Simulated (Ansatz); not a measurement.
# CeInGa2Au: relaxing a made-up structure, part 2 of 2

This structure for CeInGa2Au is made up. Its elements were placed in a known structure type with a cell scaled to their sizes. What cell does the guess relax to, and how far off was it?

Ansatz 0.2.0; DFT, PBEsol, plane-wave PAW, default files, scalar-relativistic, ferromagnetic start, cell and ions relaxed at zero pressure (the session's first sound run).

So far: The structure; Relaxation of the guess. The relaxed cell has a = 4.300, c = 11.066 Å (conventional setting).

In doubt: a part-filled 4f shell, where there is one, can sit in one of many states, so energies may not be the lowest and differences between runs may mislead; derivatives with an open 4f shell can jump between states, which bears on forces and vibrations.

**3. Bands of the relaxed cell**

A second self-consistent run takes a narrower smearing and the mesh shown in its input; the bands follow along the standard path of the relaxed lattice.

This step: DFT, PBEsol, plane-wave PAW, default files, scalar-relativistic, ferromagnetic start, bands and density of states at the relaxed cell (Ansatz 0.2.0).

input.yaml reads:

```yaml
crystal:
  lattice:
    - [-2.1502197274, 2.1502197274, 5.5331542736]
    - [2.1502197274, -2.1502197274, 5.5331542736]
    - [2.1502197274, 2.1502197274, -5.5331542736]
  atoms:
    - { symbol: Au, position: [0.25, 0.75, 0.5] }
    - { symbol: Ce, position: [0.0, 0.0, 0.0], spin: 0.8 }
    - { symbol: In, position: [0.75, 0.25, 0.5] }
    - { symbol: Ga, position: [0.3919287153, 0.3919287153, 0.0] }
    - { symbol: Ga, position: [0.6080712847, 0.6080712847, 0.0] }
magnetization:
  spin_polarized: true
kpoints:
  mp_grid: { grid: [10, 10, 10] }
  band_path:
    path:
      - [[0.0, 0.0, 0.0], [-0.5, 0.5, 0.0], [-0.5, 0.5, -0.07550751], [-0.28775375, 0.28775375, -0.28775375], [0.0, 0.0, 0.0], [0.5, 0.5, -0.5], [0.28775375, 0.71224625, -0.71224625], [0.0, 0.5, -0.5], [-0.25, 0.75, -0.25], [0.07550751, 0.92449249, -0.5], [0.5, 0.5, -0.5]]
      - [[-0.5, 0.5, 0.0], [-0.25, 0.75, -0.25]]
    npoints: 7
scf:
  occupations: { method: fermi_dirac, width: 0.03 }
  n_extra_bands: 10
hamiltonian:
  xc: pbesol
  pseudopotentials: { kind: paw }
output:
  forces: true
  stress: true
  write_bands: true
  dos: { projected: true }
  write_density: true
  write_potential: true
  elf: true
  volumetric_format: npy
```

Command:

```bash
ansatz run input.yaml --threads 4 --pin off --max-ram 8192MiB --backend cpu --events-out ev --progress --plain --runs-dir out
```

Numbers of over 12 decimals in the logs are rounded to 6 here.

What it wrote:

```text
Warning: where an SCF of this run starts from atoms to list the orders of its open shells, Ce (site 1, from 0) starts with 0.97 μB on its 4f shell, in the place of the 0.80 μB that the deck gives it: an open f shell starts with all that it can hold by Hund's first rule. To start from spheres of the given moment, type scf.initial_density.shell_occupations: []
Ce: projections on atomic orbitals take those of the free atom [Kr 4d10] 4f1 5s2 5p6 5d1 6s2, of charge +0.00 (hamiltonian.pseudopotentials.projection_atoms); the dataset's partial waves leave at most 1.4e-5 of an orbital's norm unspanned inside its sphere
[...]
Crystal: 5 atoms, lattice volume = 102.329 Å³
Basis set: ecut = 420 eV, 2003 PW (Γ), exchange–correlation on 90×90×90 points (8 copies of the dense FFT grid, shifted against one another)
Bands: 45, of which v1, the nominal top of the filled ones, is band 35 counted from 1 (34 counted from 0)
Symmetry: 8 space group operations
[...]
k-points: 102 of 1000 (time reversal used)
[...]
Starting moments: Σ|m| = 0.8 μB on 1 of 5 sites
[...]
SCF iter   1: F=—  HF=-32523.666814 eV  |F-HF|=—  |Δ(HF+E_count)|=         —  Δρ=1.38e-1 (↑1.37e-1 ↓1.38e-1)  dr2=1.72e2  dr2_m=3.90e-1  M=0.202 μB ∫|m|=0.284 μB  β_m=0.30  ethr=3.10e-3  ⟨swp⟩=6.4  Hψ=33820  notcnv=0
[...]
SCF iter  17: F=-32506.200623 eV  HF=-32506.200623 eV  |F-HF|=4.47e-9  |Δ(HF+E_count)|=   3.69e-9  Δρ=1.95e-6 (↑1.95e-6 ↓1.93e-7)  dr2=4.68e-9  dr2_m=8.56e-10  M=0.879 μB ∫|m|=0.909 μB  ethr=2.34e-11  ⟨swp⟩=5.1  Hψ=54040  notcnv=0
SCF 1 converged in 17 iterations: F = -32506.200623 eV  dr2 = 4.68e-9
[...]
the search or the solves at the SCF's close seem to have found levels that the self-consistency loop had missed (the run counts 3). By its estimate they hold under 1e-12 electrons; where the run keeps them, the occupations were computed again with them
NSCF: frozen V_eff on 79 k-points
SCF converged after 17 iterations
Magnetization: 0.8791 μB (35.4396 up, 34.5604 down)
Absolute magnetization: 0.9096 μB (∫|ρ↑−ρ↓|, with the PAW one-centre terms)
[...]
Per-site moments (μB) at R_I (Å): [(0.00104887, 1.098390), (0.814130, 1.347884), (-0.00234348, 1.098390), (0.000625623, 0.986659), (0.000625623, 0.986659)]
Free energy (F): -32506.200623 eV
[...]
Internal energy: -32506.171403 eV  (E = F + TS)
E sigma→0 (E₀):  -32506.186013 eV
Entropy (-TS):   -0.029220 eV (-5.844 meV/atom)
Fermi energy:    14.070576 eV
[...]
--- Forces (eV/Å), atoms counted from 1 ---
  atom   1  Au     0.00000000    -0.00000000    -0.00000000
  atom   2  Ce     0.00000000    -0.00000000    -0.00000000
  atom   3  In    -0.00000000     0.00000000     0.00000000
  atom   4  Ga     0.00000000     0.00000000     0.01570054
  atom   5  Ga     0.00000000     0.00000000    -0.01570054
  max |Σ_I F_I| component: 6.25e-17 eV/Å
--- Stress (GPa, compression-positive) ---
       -0.075283      -0.000000      -0.000000
       -0.000000      -0.075283       0.000000
       -0.000000       0.000000       0.133107
  P = ⅓ Tr σ = -0.0058 GPa (-0.058 kbar)
--- Band table (eV; the first three rows and the last of 204) ---
  k-point 0 ↑: bands = [... 31 lower, 12.2958, 12.2958, 13.2686, 13.7105, 13.9760, 13.9760, 14.1407, 14.1777, ... 6 higher]
  k-point 1 ↑: bands = [... 31 lower, 11.5648, 12.3659, 13.1561, 13.7524, 14.0544, 14.1237, 14.1454, 14.1856, ... 6 higher]
  k-point 2 ↑: bands = [... 31 lower, 10.9262, 12.3426, 12.9876, 13.1340, 14.1364, 14.1648, 14.1981, 14.2696, ... 6 higher]
  k-point 101 ↓: bands = [... 31 lower, 12.5272, 12.9341, 13.0977, 14.5271, 14.5380, 14.6071, 14.6071, 14.8900, ... 6 higher]
```

Wall time 2.4 min (4 threads of Arm Neoverse N1, shared host); peak memory 1 GiB; 9.6 min of CPU time.

In the SCF lines HF is the Harris–Foulkes energy and dr2 the Hartree energy of the density residual, in eV; the loop may stop once dr2 is under the threshold and the program's other checks hold. Hψ counts applications of the Hamiltonian.

This step gave:

| Quantity | Value |
| --- | --- |
| free energy | -32506.2006 eV |
| energy at zero smearing | -32506.1860 eV |
| smearing term TS | 0.02922 eV |
| Fermi energy | 14.07 eV |
| magnetization | 0.8791 μB |
| absolute magnetization | 0.9096 μB |
| site moments | 0.001049, 0.8141, -0.002343, 6.26e-4, 6.26e-4 μB |
| pressure | -0.005820 GPa |

From bands.tsv, the bands that come nearest the Fermi level along the path, at its corners, in eV from the Fermi level:

```
point  band_34_up  band_35_up  band_36_up  band_37_up  band_38_up  band_39_up  band_33_dn  band_34_dn
    Γ       -0.36       -0.09       -0.09        0.07        0.11        0.29       -0.71       -0.15
    X       -1.49        0.00        0.12        0.13        0.14        0.24       -2.49       -1.43
    Y       -1.56        0.00        0.12        0.14        0.15        0.23       -2.38       -1.50
    S       -0.03       -0.01        0.09        0.26        0.26        0.28       -1.04        0.48
    Γ       -0.36       -0.09       -0.09        0.07        0.11        0.29       -0.71       -0.15
    Z       -0.12        0.02        0.12        0.14        0.14        0.46       -0.97        0.46
   S1       -0.03       -0.01        0.09        0.26        0.26        0.28       -1.04        0.48
    N       -0.07       -0.03        0.10        0.13        0.25        0.27       -0.29        0.14
    P       -1.51       -0.03        0.10        0.13        0.13        0.24       -2.44       -1.45
   Y1       -1.56        0.00        0.12        0.14        0.15        0.23       -2.38       -1.50
    Z       -0.12        0.02        0.12        0.14        0.14        0.46       -0.97        0.46
    X       -1.49        0.00        0.12        0.13        0.14        0.24       -2.49       -1.43
    P       -1.51       -0.03        0.10        0.13        0.13        0.24       -2.44       -1.45
```

Site moment by atom:

```tsv
atom	site moment (μB)
Au1	0.001
Ce2	0.814
In3	-0.002
Ga4	0.001
Ga5	0.001
```

Spin density in the ac plane of the conventional cell at fractional y = 0.000, with atoms of Au and Ce and In and Ga within 0.2 Å of it.

Ten even steps from '0' (0.0 e/Å³) to '9' (1.1 e/Å³), each cell a mean:
```
73000000000015
10000000000000
00000000000000
00000000000000
00000000000000
00000000000000
00000000000000
00000000000000
00000000000000
00000000000000
00000000000000
00000000000000
00000000000000
00000000000000
00000000000000
00000000000000
00000000000000
00000000000000
00000000000000
00000000000000
00000000000000
00000000000000
21000000000001
95100000000027
```
Columns run along a (4.3 Å), rows up along c (11.1 Å), edges of the conventional cell, whose origin can differ from the input's. Atoms in or near the plane, at fractional coordinates: Au at (0.50, 0.25), Ce at (0.00, 0.00), In at (0.50, 0.75), Ga at (0.00, 0.39), Ga at (0.00, 0.61).

Valence density in the ac plane of the conventional cell at fractional y = 0.000, with atoms of Au and Ce and In and Ga within 0.2 Å of it. It is the smooth field of the valence electrons, not physical close to the nuclei.

Ten steps, logarithmic in the rise over the least value, from '0' (-2 e/Å³) to '9' (36 e/Å³), each cell a mean:
```
35544433344454
54444444444445
44444444444444
33444444444433
33444455544443
44444577654444
44444567654444
44444445444444
86444444444457
97444444444458
65444443444445
44444433344444
44444433344444
75444444444456
97444444444459
65444444444446
44444566544444
44445677754444
34444677654444
33444455544443
44444444444444
44444444444444
55444433344455
04544433344453
```
Columns run along a (4.3 Å), rows up along c (11.1 Å), edges of the conventional cell, whose origin can differ from the input's. Atoms in or near the plane, at fractional coordinates: Au at (0.50, 0.25), Ce at (0.00, 0.00), In at (0.50, 0.75), Ga at (0.00, 0.39), Ga at (0.00, 0.61).

Electrostatic potential energy in the ac plane of the conventional cell at fractional y = 0.000, with atoms of Au and Ce and In and Ga within 0.2 Å of it. With pseudopotentials it is smooth inside the atoms' cores, unlike the true potential.

Ten even steps from '_' (-38 eV) to '@' (17 eV), each cell a mean:
```
____::**%%@@@@@@@@@@##==..__
::--++##@@@@@@@@@@@@%%##==--
##%%%%@@@@@@@@@@@@@@@@@@%%##
@@@@@@@@@@%%####%%%%@@@@@@@@
@@@@@@@@##==::::--++%%@@@@@@
@@@@@@%%++::......--##@@@@@@
@@@@@@%%++::......==##%%@@@@
****%%%%%%**====++##%%%%##**
++++**%%@@@@%%%%@@@@%%##++++
++++++%%@@@@@@@@@@@@@@**++++
++++##%%@@@@@@@@@@@@@@%%**++
##%%@@@@@@@@@@@@@@@@@@@@%%%%
**##%%@@@@@@@@@@@@@@@@@@%%##
++++**%%@@@@@@@@@@@@@@##++++
++++++%%@@@@@@@@@@@@@@**++++
++++**%%@@%%%%##%%@@@@##++++
##%%%%%%##==....::++%%@@%%##
@@@@@@%%++________::##@@@@@@
@@@@@@%%++..______--##@@@@@@
@@@@@@@@%%**----==##@@@@@@@@
@@@@@@@@@@@@@@@@@@@@@@@@@@@@
****%%%%@@@@@@@@@@@@@@%%##**
....==##%%@@@@@@@@@@%%**--..
____..++%%@@@@@@@@@@##--____
```
Columns run along a (4.3 Å; values clipped at the 3rd and 97th percentile), rows up along c (11.1 Å), edges of the conventional cell, whose origin can differ from the input's. Atoms in or near the plane, at fractional coordinates: Au at (0.50, 0.25), Ce at (0.00, 0.00), In at (0.50, 0.75), Ga at (0.00, 0.39), Ga at (0.00, 0.61).

**4. Results**

```
space group, relaxed : I-4m2
conventional cell    : a = 4.300, b = 4.300, c = 11.066 Å; α = 90.0°, β = 90.0°, γ = 90.0°
volume per atom      : 20.47 Å³ (guess 21.73)
total moment         : 0.82 μB in the cell of 5 atoms
```

What this shows: CeInGa2Au relaxes to I-4m2 with a = 4.300, b = 4.300 and c = 11.066 Å. The guessed volume was 6 % too large. The space group I-4m2 was held in the relaxation, so the end point is a stationary structure within it and may be a saddle against distortions or other arrangements. The input starts from parallel moments, and no other start was typed. The f shell may be open and has no Hubbard U, so its place in energy and the volume are uncertain. The electronic state may lie above the lowest one. Bands cross the Fermi level, so it is a metal or semimetal at this level. On the 10×10×10 mesh with the narrower smearing (relaxed on 8×8×8) the largest force component is 0.016 eV/Å and the largest stress component is 0.133 GPa, against the relaxation's thresholds of 0.015 eV/Å and 0.05 GPa. The cutoff wasn't tested. Spin-orbit coupling is left out, which can matter for elements this heavy. No dispersion term is used, so weakly bound directions may come out too long. Nothing here tests whether the compound is stable against decomposition.

[Logs are printed without paths, hosts, clocks, repeated set-up lines and the standing remarks that a program may print on its own settings, such as how far it seeks lower states.]

[Hosts, paths, dates, database ids (printed as entryN), source tags and the programs' standing remarks are cut or masked in the printed files.]
